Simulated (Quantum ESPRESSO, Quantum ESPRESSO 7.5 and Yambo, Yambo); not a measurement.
# BaTiO3 (P4mm): G0W0 with Yambo, start to end

Aim: the G0W0 gap of BaTiO3 (P4mm) on PBE with spin-orbit coupling, step by step.

Main program and level: Quantum ESPRESSO 7.5 and Yambo 5.3.0; PBE and many-body steps on it, plane waves.

The database entry behind the starting cell differs from later determinations by our own check (c/a about 0.6 % short), so it need not match the best structure at ambient conditions.

### 1. Set-up

It takes space group P4mm (No. 99, tetragonal). Conventional cell: a = 4.000 Å, b = 4.000 Å, c = 4.018 Å, α = 90.00°, β = 90.00°, γ = 90.00°. Nearest to Ba lie 12 O at 2.79 to 2.88 Å. Nearest to Ti lie 6 O at 1.89 to 2.13 Å. Nearest to O lie 2 Ti at 1.89 to 2.13 Å and 4 Ba at 2.83 Å. Nearest to O lie 2 Ti at 2.00 Å and 4 Ba at 2.79 to 2.88 Å. Farther neighbours and most contacts between anions are not listed.

The cell and positions come from the Crystallography Open Database and are kept as given unless a step says otherwise.

### 2. Ground state

This step: Quantum ESPRESSO 7.5; DFT, PBE with spin-orbit coupling, plane waves, norm-conserving pseudopotentials.

The ground-state density comes first.

The input, pw.in:

```
&control
  calculation = 'scf'
  prefix = 'x'
  outdir = 'o'
  pseudo_dir = 'pseudo'
/
&system
  ibrav = 0
  nat = 5
  ntyp = 3
  ecutwfc = 76.0
  nbnd = 52
  force_symmorphic = .true.
  noncolin = .true.
  lspinorb = .true.
/
&electrons
  conv_thr = 1e-10
  electron_maxstep = 80
  mixing_beta = 0.5
/
ATOMIC_SPECIES
  Ba 137.33 Ba.upf
  Ti 47.867 Ti.upf
  O 15.999 O.upf
CELL_PARAMETERS angstrom
  3.9998000000 0.0000000000 0.0000000000
  0.0000000000 3.9998000000 0.0000000000
  0.0000000000 0.0000000000 4.0180000000
ATOMIC_POSITIONS crystal
  Ba 0.0000000000 0.0000000000 0.0000000000
  Ti 0.5000000000 0.5000000000 0.4900000000
  O 0.5000000000 0.5000000000 0.0190000000
  O 0.5000000000 0.0000000000 0.5170000000
  O 0.0000000000 0.5000000000 0.5170000000
K_POINTS automatic
  6 6 6 0 0 0
```

Started as:

```sh
OMP_NUM_THREADS=1 mpirun -n 4 pw.x -nk 4 -in pw.in > pw.out
```

Output:

```text
Program PWSCF v.7.5 starts

     This program is part of the open-source Quantum ESPRESSO suite
     for quantum simulation of materials; please cite
         "P. Giannozzi et al., J. Phys.:Condens. Matter 21 395502 (2009);
         "P. Giannozzi et al., J. Phys.:Condens. Matter 29 465901 (2017);
         "P. Giannozzi et al., J. Chem. Phys. 152 154105 (2020);
     in publications or presentations arising from this work. More details at
     Message from routine setup:
     using ibrav=0 with symmetry is DISCOURAGED, use correct ibrav instead

     G-vector sticks info

     bravais-lattice index     =            0
     lattice parameter (alat)  =       7.5585  a.u.
     unit-cell volume          =     433.7935 (a.u.)^3
     number of atoms/cell      =            5
     number of atomic types    =            3
     number of electrons       =        40.00
     number of Kohn-Sham states=           52
     kinetic-energy cutoff     =      76.0000  Ry
     charge density cutoff     =     304.0000  Ry
     scf convergence threshold =      1.0E-10
     mixing beta               =       0.5000
     number of iterations used =            8  plain     mixing
     Exchange-correlation= PBE
                           (   1   4   3   4   0   0   0)
     Non magnetic calculation with spin-orbit

     celldm(1)=   7.558527  celldm(2)=   0.000000  celldm(3)=   0.000000
     celldm(4)=   0.000000  celldm(5)=   0.000000  celldm(6)=   0.000000

     crystal axes: (cart. coord. in units of alat)
               a(1) = (   1.000000   0.000000   0.000000 )
               a(2) = (   0.000000   1.000000   0.000000 )
               a(3) = (   0.000000   0.000000   1.004550 )

     reciprocal axes: (cart. coord. in units 2 pi/alat)
               b(1) = (  1.000000  0.000000  0.000000 )
               b(2) = (  0.000000  1.000000  0.000000 )
               b(3) = (  0.000000  0.000000  0.995470 )
     Pseudo is Norm-conserving + core correction, Zval = 10.0
     Generated using ONCVPSP code by D. R. Hamann
     Using radial grid of 1958 points, 10 beta functions with:
     Pseudo is Norm-conserving + core correction, Zval = 12.0
     Generated using ONCVPSP code by D. R. Hamann
     Using radial grid of 1586 points, 10 beta functions with:
     Pseudo is Norm-conserving + core correction, Zval =  6.0
     Generated using ONCVPSP code by D. R. Hamann
     Using radial grid of  936 points,  8 beta functions with:
     Ba               10.00   137.33000     Ba( 1.00)
     Ti               12.00    47.86700     Ti( 1.00)
     O                 6.00    15.99900     O ( 1.00)

      8 Sym. Ops. (no inversion) found

   Cartesian axes

     site n.     atom                  positions (alat units)
         1        Ba     tau(   1) = (   0.0000000   0.0000000   0.0000000  )
         2        Ti     tau(   2) = (   0.5000000   0.5000000   0.4922296  )
         3        O      tau(   3) = (   0.5000000   0.5000000   0.0190865  )
         4        O      tau(   4) = (   0.5000000   0.0000000   0.5193525  )
         5        O      tau(   5) = (   0.0000000   0.5000000   0.5193525  )

     number of k points=    40
                       cart. coord. in units 2pi/alat
        k(    1) = (   0.0000000   0.0000000   0.0000000), wk =   0.0046296
        k(    2) = (   0.0000000   0.0000000   0.1659117), wk =   0.0092593
        k(    3) = (   0.0000000   0.0000000   0.3318235), wk =   0.0092593
        k(    4) = (   0.0000000   0.0000000  -0.4977352), wk =   0.0046296
        k(    5) = (   0.0000000   0.1666667   0.0000000), wk =   0.0185185
        k(    6) = (   0.0000000   0.1666667   0.1659117), wk =   0.0370370
        k(    7) = (   0.0000000   0.1666667   0.3318235), wk =   0.0370370
        k(    8) = (   0.0000000   0.1666667  -0.4977352), wk =   0.0185185
        k(    9) = (   0.0000000   0.3333333   0.0000000), wk =   0.0185185
        k(   10) = (   0.0000000   0.3333333   0.1659117), wk =   0.0370370
     [... 28 further rows ...]
        k(   39) = (  -0.5000000  -0.5000000   0.3318235), wk =   0.0092593
        k(   40) = (  -0.5000000  -0.5000000  -0.4977352), wk =   0.0046296

     Dense  grid:    38811 G-vectors     FFT dimensions: (  45,  45,  45)

     Initial potential from superposition of free atoms

     starting charge      39.9818, renormalised to      40.0000
     Starting wfcs are   54 randomized atomic wfcs

     per-process dynamical memory:   138.7 Mb

     Self-consistent Calculation

     iteration #  1     ecut=    76.00 Ry     beta= 0.50

     total energy              =    -273.98605545 Ry
     estimated scf accuracy    <       1.92923056 Ry

     iteration #  2     ecut=    76.00 Ry     beta= 0.50

     total energy              =    -273.45222299 Ry
     estimated scf accuracy    <       6.90658160 Ry

     iteration #  3     ecut=    76.00 Ry     beta= 0.50

     total energy              =    -274.80409920 Ry
     estimated scf accuracy    <       0.34839976 Ry

     iteration #  4     ecut=    76.00 Ry     beta= 0.50

     total energy              =    -274.74508557 Ry
     estimated scf accuracy    <       0.15449318 Ry

     iteration #  5     ecut=    76.00 Ry     beta= 0.50

     total energy              =    -274.78420917 Ry
     estimated scf accuracy    <       0.01939786 Ry

     iteration #  6     ecut=    76.00 Ry     beta= 0.50

     total energy              =    -274.78341548 Ry
     estimated scf accuracy    <       0.00551680 Ry

     iteration #  7     ecut=    76.00 Ry     beta= 0.50

     total energy              =    -274.78394229 Ry
     estimated scf accuracy    <       0.00018970 Ry

     iteration #  8     ecut=    76.00 Ry     beta= 0.50

     total energy              =    -274.78401902 Ry
     estimated scf accuracy    <       0.00014951 Ry

     iteration #  9     ecut=    76.00 Ry     beta= 0.50

     total energy              =    -274.78401162 Ry
     estimated scf accuracy    <       0.00003721 Ry

     iteration # 10     ecut=    76.00 Ry     beta= 0.50

     total energy              =    -274.78401822 Ry
     estimated scf accuracy    <       0.00000021 Ry

     iteration # 11     ecut=    76.00 Ry     beta= 0.50

     total energy              =    -274.78401830 Ry
     estimated scf accuracy    <       0.00000002 Ry

     iteration # 12     ecut=    76.00 Ry     beta= 0.50

     total energy              =    -274.78401830 Ry
     estimated scf accuracy    <          2.3E-09 Ry

     iteration # 13     ecut=    76.00 Ry     beta= 0.50

     End of self-consistent calculation

          k = 0.0000 0.0000 0.0000 (  4929 PWs)   bands (ev):

   -46.1327 -46.1327 -22.8179 -22.8179 -22.1706 -22.1706 -22.1506 -22.1506
   -14.3645 -14.3645  -6.4464  -6.4464  -5.8003  -5.8003  -5.7427  -5.7427
    -0.8996  -0.8996   1.0156   1.0156   1.0165   1.0165   7.9362   7.9362
     8.1503   8.1503   8.1595   8.1595   9.1620   9.1620   9.1743   9.1743
     9.2604   9.2604  10.0285  10.0285  10.1576  10.1576  10.1666  10.1666
    12.2249  12.2249  12.4266  12.4266  12.4500  12.4500  14.4440  14.4440
    14.5385  14.5385  15.4530  15.4530

          k = 0.0000 0.0000 0.1659 (  4865 PWs)   bands (ev):

   -46.1324 -46.1324 -22.8217 -22.8217 -22.1789 -22.1789 -22.1500 -22.1500
   -14.3361 -14.3361  -6.4583  -6.4583  -5.7857  -5.7857  -5.7343  -5.7343
    -0.8432  -0.8432   1.0602   1.0602   1.1046   1.1046   7.6086   7.6086
     7.9620   7.9620   8.0679   8.0679   8.8882   8.8882   8.9190   8.9190
[...]
15.1741  15.1741  15.9403  15.9403

          k = 0.0000 0.0000 0.3318 (  4857 PWs)   bands (ev):

[...]
-14.2782 -14.2782  -6.5742  -6.5742  -5.7176  -5.7176  -5.6443  -5.6443
    -0.7364  -0.7364   1.1536   1.1536   1.2854   1.2854   6.7698   6.7698
     7.7477   7.7477   7.7977   7.7977   8.5252   8.5252   8.6201   8.6201
     8.6520   8.6520   8.7903   8.7903   9.7720   9.7720   9.8214   9.8214
    12.3360  12.3360  13.6312  13.6312  13.6552  13.6552  14.4447  14.4447
    16.0947  16.0947  16.9296  17.2353

          k = 0.0000 0.0000-0.4977 (  4878 PWs)   bands (ev):

     [... further k-points ...]

     highest occupied, lowest unoccupied level (ev):    10.4002   12.2249

!    total energy              =    -274.78401830 Ry
     estimated scf accuracy    <          5.2E-11 Ry

     The total energy is the sum of the following terms:
     one-electron contribution =     -71.36723334 Ry
     hartree contribution      =      59.70472650 Ry
     xc contribution           =     -56.12155101 Ry
     ewald contribution        =    -206.99996046 Ry

     convergence has been achieved in  13 iterations

     XML data file, charge density, pseudopotentials, collected wavefunctions

=------------------------------------------------------------------------------=
   JOB DONE.
=------------------------------------------------------------------------------=
```

The job ended after 2.1 min (4 MPI ranks of Arm Neoverse V1, shared host; peak memory 0.85 GiB).

Numbers from this step:

```yaml
total_energy: -3738.6270 eV
gap: 1.825 eV
k_of_the_valence_top: -0.5, -0.5, -0.5
k_of_the_conduction_bottom: 0, 0, 0
least_direct_gap: 2.058 eV
```

The gap is indirect, with the least direct gap 0.23 eV higher.

### 3. Bands along the symmetry lines

The cheap functional maps the bands first; the places of the edges decide which points the dearer methods must see.

The input, pw.in:

```
&control
  calculation = 'bands'
  prefix = 'x'
  outdir = 'o'
  pseudo_dir = 'pseudo'
/
&system
  ibrav = 0
  nat = 5
  ntyp = 3
  ecutwfc = 76.0
  nbnd = 52
  force_symmorphic = .true.
  noncolin = .true.
  lspinorb = .true.
/
&electrons
  conv_thr = 1e-9
  electron_maxstep = 80
  diago_full_acc = .true.
  diago_thr_init = 5e-6
/
ATOMIC_SPECIES
  Ba 137.33 Ba.upf
  Ti 47.867 Ti.upf
  O 15.999 O.upf
CELL_PARAMETERS angstrom
  3.9998000000 0.0000000000 0.0000000000
  0.0000000000 3.9998000000 0.0000000000
  0.0000000000 0.0000000000 4.0180000000
ATOMIC_POSITIONS crystal
  Ba 0.0000000000 0.0000000000 0.0000000000
  Ti 0.5000000000 0.5000000000 0.4900000000
  O 0.5000000000 0.5000000000 0.0190000000
  O 0.5000000000 0.0000000000 0.5170000000
  O 0.0000000000 0.5000000000 0.5170000000
K_POINTS crystal
  75
  0.00000000 0.00000000 0.00000000 1
  0.00000000 0.06250000 0.00000000 1
  0.00000000 0.12500000 0.00000000 1
  0.00000000 0.18750000 0.00000000 1
  0.00000000 0.25000000 0.00000000 1
  0.00000000 0.31250000 0.00000000 1
  0.00000000 0.37500000 0.00000000 1
  0.00000000 0.43750000 0.00000000 1
  0.00000000 0.50000000 0.00000000 1
  0.06250000 0.50000000 0.00000000 1
  0.12500000 0.50000000 0.00000000 1
  0.18750000 0.50000000 0.00000000 1
  0.25000000 0.50000000 0.00000000 1
  0.31250000 0.50000000 0.00000000 1
  0.37500000 0.50000000 0.00000000 1
  0.43750000 0.50000000 0.00000000 1
  0.50000000 0.50000000 0.00000000 1
  0.43750000 0.43750000 0.00000000 1
  0.37500000 0.37500000 0.00000000 1
  0.31250000 0.31250000 0.00000000 1
  0.25000000 0.25000000 0.00000000 1
  0.18750000 0.18750000 0.00000000 1
  0.12500000 0.12500000 0.00000000 1
  0.06250000 0.06250000 0.00000000 1
  0.00000000 0.00000000 0.00000000 1
  0.00000000 0.00000000 0.06250000 1
  0.00000000 0.00000000 0.12500000 1
  0.00000000 0.00000000 0.18750000 1
  0.00000000 0.00000000 0.25000000 1
  0.00000000 0.00000000 0.31250000 1
  0.00000000 0.00000000 0.37500000 1
  0.00000000 0.00000000 0.43750000 1
  0.00000000 0.00000000 0.50000000 1
  0.00000000 0.06250000 0.50000000 1
  0.00000000 0.12500000 0.50000000 1
  0.00000000 0.18750000 0.50000000 1
  0.00000000 0.25000000 0.50000000 1
  0.00000000 0.31250000 0.50000000 1
  0.00000000 0.37500000 0.50000000 1
  0.00000000 0.43750000 0.50000000 1
  0.00000000 0.50000000 0.50000000 1
  0.06250000 0.50000000 0.50000000 1
  0.12500000 0.50000000 0.50000000 1
  0.18750000 0.50000000 0.50000000 1
  0.25000000 0.50000000 0.50000000 1
  0.31250000 0.50000000 0.50000000 1
  0.37500000 0.50000000 0.50000000 1
  0.43750000 0.50000000 0.50000000 1
  0.50000000 0.50000000 0.50000000 1
  0.43750000 0.43750000 0.50000000 1
  0.37500000 0.37500000 0.50000000 1
  0.31250000 0.31250000 0.50000000 1
  0.25000000 0.25000000 0.50000000 1
  0.18750000 0.18750000 0.50000000 1
  0.12500000 0.12500000 0.50000000 1
  0.06250000 0.06250000 0.50000000 1
  0.00000000 0.00000000 0.50000000 1
  0.00000000 0.50000000 0.00000000 1
  0.00000000 0.50000000 0.06250000 1
  0.00000000 0.50000000 0.12500000 1
  0.00000000 0.50000000 0.18750000 1
  0.00000000 0.50000000 0.25000000 1
  0.00000000 0.50000000 0.31250000 1
  0.00000000 0.50000000 0.37500000 1
  0.00000000 0.50000000 0.43750000 1
  0.00000000 0.50000000 0.50000000 1
  0.50000000 0.50000000 0.00000000 1
  0.50000000 0.50000000 0.06250000 1
  0.50000000 0.50000000 0.12500000 1
  0.50000000 0.50000000 0.18750000 1
  0.50000000 0.50000000 0.25000000 1
  0.50000000 0.50000000 0.31250000 1
  0.50000000 0.50000000 0.37500000 1
  0.50000000 0.50000000 0.43750000 1
  0.50000000 0.50000000 0.50000000 1
```

Output:

```text
[banner, memory and clock lines left out]
Program PWSCF v.7.5 starts

     Atomic positions and unit cell read from directory:
     o/x.save/

     Message from routine setup:
     using ibrav=0 with symmetry is DISCOURAGED, use correct ibrav instead

     G-vector sticks info

     bravais-lattice index     =            0
     lattice parameter (alat)  =       7.5585  a.u.
     unit-cell volume          =     433.7935 (a.u.)^3
     number of atoms/cell      =            5
     number of atomic types    =            3
     number of electrons       =        40.00
     number of Kohn-Sham states=           52
     kinetic-energy cutoff     =      76.0000  Ry
     charge density cutoff     =     304.0000  Ry
     Exchange-correlation= PBE
                           (   1   4   3   4   0   0   0)
     Non magnetic calculation with spin-orbit

     celldm(1)=   7.558527  celldm(2)=   0.000000  celldm(3)=   0.000000
     celldm(4)=   0.000000  celldm(5)=   0.000000  celldm(6)=   0.000000

     crystal axes: (cart. coord. in units of alat)
               a(1) = (   1.000000   0.000000   0.000000 )
               a(2) = (   0.000000   1.000000   0.000000 )
               a(3) = (   0.000000   0.000000   1.004550 )

     reciprocal axes: (cart. coord. in units 2 pi/alat)
               b(1) = (  1.000000  0.000000  0.000000 )
               b(2) = (  0.000000  1.000000  0.000000 )
               b(3) = (  0.000000  0.000000  0.995470 )
     Pseudo is Norm-conserving + core correction, Zval = 10.0
     Generated using ONCVPSP code by D. R. Hamann
     Using radial grid of 1958 points, 10 beta functions with:
     Pseudo is Norm-conserving + core correction, Zval = 12.0
     Generated using ONCVPSP code by D. R. Hamann
     Using radial grid of 1586 points, 10 beta functions with:
     Pseudo is Norm-conserving + core correction, Zval =  6.0
     Generated using ONCVPSP code by D. R. Hamann
     Using radial grid of  936 points,  8 beta functions with:
     Ba               10.00   137.33000     Ba( 1.00)
     Ti               12.00    47.86700     Ti( 1.00)
     O                 6.00    15.99900     O ( 1.00)

      8 Sym. Ops. (no inversion) found

   Cartesian axes

     site n.     atom                  positions (alat units)
         1        Ba     tau(   1) = (   0.0000000   0.0000000   0.0000000  )
         2        Ti     tau(   2) = (   0.5000000   0.5000000   0.4922296  )
         3        O      tau(   3) = (   0.5000000   0.5000000   0.0190865  )
         4        O      tau(   4) = (   0.5000000   0.0000000   0.5193525  )
         5        O      tau(   5) = (   0.0000000   0.5000000   0.5193525  )

     number of k points=    75
                       cart. coord. in units 2pi/alat
        k(    1) = (   0.0000000   0.0000000   0.0000000), wk =   0.0133333
        k(    2) = (   0.0000000   0.0625000   0.0000000), wk =   0.0133333
        k(    3) = (   0.0000000   0.1250000   0.0000000), wk =   0.0133333
[...]
[... 63 further rows ...]
        k(   74) = (   0.5000000   0.5000000   0.4355183), wk =   0.0133333
        k(   75) = (   0.5000000   0.5000000   0.4977352), wk =   0.0133333

     Dense  grid:    38811 G-vectors     FFT dimensions: (  45,  45,  45)

     The potential is recalculated from file :
     o/x.save/charge-density

     Starting wfcs are   54 randomized atomic wfcs

     Band Structure Calculation

     End of band structure calculation

          k = 0.0000 0.0000 0.0000 (  4929 PWs)   bands (ev):

   -46.1328 -46.1328 -22.8180 -22.8180 -22.1707 -22.1707 -22.1507 -22.1507
   -14.3645 -14.3645  -6.4464  -6.4464  -5.8003  -5.8003  -5.7427  -5.7427
    -0.8996  -0.8996   1.0156   1.0156   1.0165   1.0165   7.9362   7.9362
[...]
14.5384  14.5384  15.4531  15.4545

          k = 0.0000 0.0625 0.0000 (  4885 PWs)   bands (ev):

[...]
14.6041  14.6075  15.5307  15.5312

          k = 0.0000 0.1250 0.0000 (  4865 PWs)   bands (ev):

[...]
14.8924  14.8977  15.7505  15.7518

[...]
k = 0.5000 0.5000 0.4355 (  4804 PWs)   bands (ev):

[...]
17.2320  17.2320  17.2900  17.2900

          k = 0.5000 0.5000 0.4977 (  4800 PWs)   bands (ev):

[...]
8.1623   8.1623  10.3087  10.3087  10.3211  10.3211  10.4002  10.4002
    14.6077  14.6077  14.6083  14.6083  14.6212  14.6212  16.9956  16.9956
    17.1363  17.1364  17.1943  17.1943

     XML data file, pseudopotentials, collected wavefunctions
```

Wall time 63 s (4 MPI ranks); peak memory 0.45 GiB.

This step gave:

```yaml
gap: 1.825 eV
k_of_the_valence_top: 0.5, 0.5, 0.5
k_of_the_conduction_bottom: 0, 0, 0
least_direct_gap: 2.058 eV
```

The gap is 1.825 eV, as in the run before at this level.

Electronic bands along the path, in eV, zero at the top of the highest filled band:

```csv
point,band 37,band 38,band 39,band 40,band 41,band 42,band 43,band 44
Γ,-0.24,-0.24,-0.23,-0.23,1.82,1.82,2.03,2.03
halfway,-0.67,-0.66,-0.56,-0.55,2.09,2.10,2.76,2.77
X,-0.94,-0.94,-0.83,-0.83,2.17,2.17,3.53,3.53
halfway,-1.08,-1.05,-0.49,-0.49,2.83,2.85,3.57,3.58
M,-0.88,-0.88,-0.07,-0.07,3.58,3.58,3.59,3.59
halfway,-0.91,-0.90,-0.48,-0.48,2.71,2.73,2.90,2.90
Γ,-0.24,-0.24,-0.23,-0.23,1.82,1.82,2.03,2.03
halfway,-0.53,-0.53,-0.47,-0.47,1.90,1.90,2.86,2.86
Z,-0.71,-0.71,-0.68,-0.68,1.97,1.97,3.58,3.58
halfway,-1.10,-1.07,-0.57,-0.57,2.83,2.83,3.60,3.60
R,-0.81,-0.81,-0.15,-0.15,3.56,3.56,3.61,3.61
halfway,-0.52,-0.51,-0.12,-0.12,3.85,3.86,3.86,3.87
A,-0.08,-0.08,0.00,0.00,4.21,4.21,4.21,4.21
halfway,-0.65,-0.65,-0.57,-0.57,3.32,3.33,3.75,3.75
Z,-0.71,-0.71,-0.68,-0.68,1.97,1.97,3.58,3.58
jump to X,-0.94,-0.94,-0.83,-0.83,2.17,2.17,3.53,3.53
halfway,-1.15,-1.15,-0.56,-0.56,2.93,2.93,3.55,3.55
R,-0.81,-0.81,-0.15,-0.15,3.56,3.56,3.61,3.61
jump to M,-0.88,-0.88,-0.07,-0.07,3.58,3.58,3.59,3.59
halfway,-0.59,-0.59,-0.04,-0.04,3.87,3.87,3.88,3.88
A,-0.08,-0.08,0.00,0.00,4.21,4.21,4.21,4.21
```

(Continued in part 2 of 3.)

[Paths, hosts, dates, memory and timing lines, banners, echoed tables and standing remarks are left out of the program output.]

[Logs are printed without paths, hosts, clocks, repeated set-up lines and the standing remarks that a program may print on its own settings, such as how far it seeks lower states.]

[Runs of the session that timed out or met a known fault of the program may be left out.]

[Hosts, paths, dates, database ids (printed as entryN), source tags and the programs' standing remarks are cut or masked in the printed files.]
